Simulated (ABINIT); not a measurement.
```cif
data_licl
_symmetry_space_group_name_H-M 'Fm-3m'
_symmetry_Int_Tables_number 225
_cell_length_a 5.1295
_cell_length_b 5.1295
_cell_length_c 5.1295
_cell_angle_alpha 90.000
_cell_angle_beta 90.000
_cell_angle_gamma 90.000
_cell_volume 134.97
loop_
_atom_site_label
_atom_site_type_symbol
_atom_site_symmetry_multiplicity
_atom_site_Wyckoff_symbol
_atom_site_fract_x
_atom_site_fract_y
_atom_site_fract_z
_atom_site_occupancy
Li1 Li 4 a 0.00000 0.00000 0.00000 1
Cl1 Cl 4 b 0.50000 0.00000 0.00000 1
_calc_subject 'A GW chain in ABINIT: LiCl (Fm-3m)'
_calc_method 'RPA screening on LDA, plane waves, norm-conserving pseudopotentials (and 2 further levels or steps)'
_calc_program 'ABINIT 10.8.3'
_calc_settings 'cutoff 33 Ha, PseudoDojo scalar-relativistic 0.4.1 standard, norm-conserving, potential set dojo-sr-lda-0.4.1-standard, ngkpt (4, 4, 4), nband 81, ecuteps 6 Ha, inclvkb 2, shiftk (0, 0, 0), symchi 1, awtr 1, frequency ppm, 4×4×4 k-mesh'
_calc_cost '5 runs, 33 s in all on 4 MPI ranks of Arm Neoverse V2, shared host'
_calc_notes 'The database entry behind the starting cell differs from other determinations of this structure. The cell and positions come from the Crystallography Open Database and are kept as given unless a step says otherwise. The 4×4×4 mesh is coarse for this cell, which bears on the long-range parts of exchange and screening.'
_calc_lda_gap '5.99 eV, indirect (only 4 meV under the direct gap)'
_calc_g0w0_gap_on_the_mesh '8.91 eV'
_calc_gw_settings '4×4×4 mesh, 81 bands, screening to 163.3 eV, Godby-Needs plasmon pole'
_calc_known_limits 'short of the basis limit; coarse k mesh'
```

[Long decimals in the printed logs are rounded to 6 places.]

[Logs are printed without paths, hosts, clocks, repeated set-up lines and the standing remarks that a program may print on its own settings, such as how far it seeks lower states.]

[Paths, hosts, dates, memory and timing lines, banners, echoed tables and standing remarks are left out of the program output; an Ansatz launch command may be rebuilt from the run's recorded settings. Measured values are a selection of at most five: reports struck by readers or far from the other reports are left out. None is set beside runs whose start may be inverted or whose files or cutoffs have a known fault.]

[Runs of the session that timed out or met a known fault of the program may be left out.]

[Hosts, paths, dates, database ids (printed as entryN), source tags and the programs' standing remarks are cut or masked in the printed files.]

[G0W0 gaps are taken among the corrected bands and points alone; a level outside them can change the order at an edge.]

[Where Ansatz stands beside ABINIT at settings called matched, ABINIT's density can come from a denser mesh and the files from another edition; pairs whose starting gaps differed by over 0.03 eV were left out, so agreement reads better than it is.]
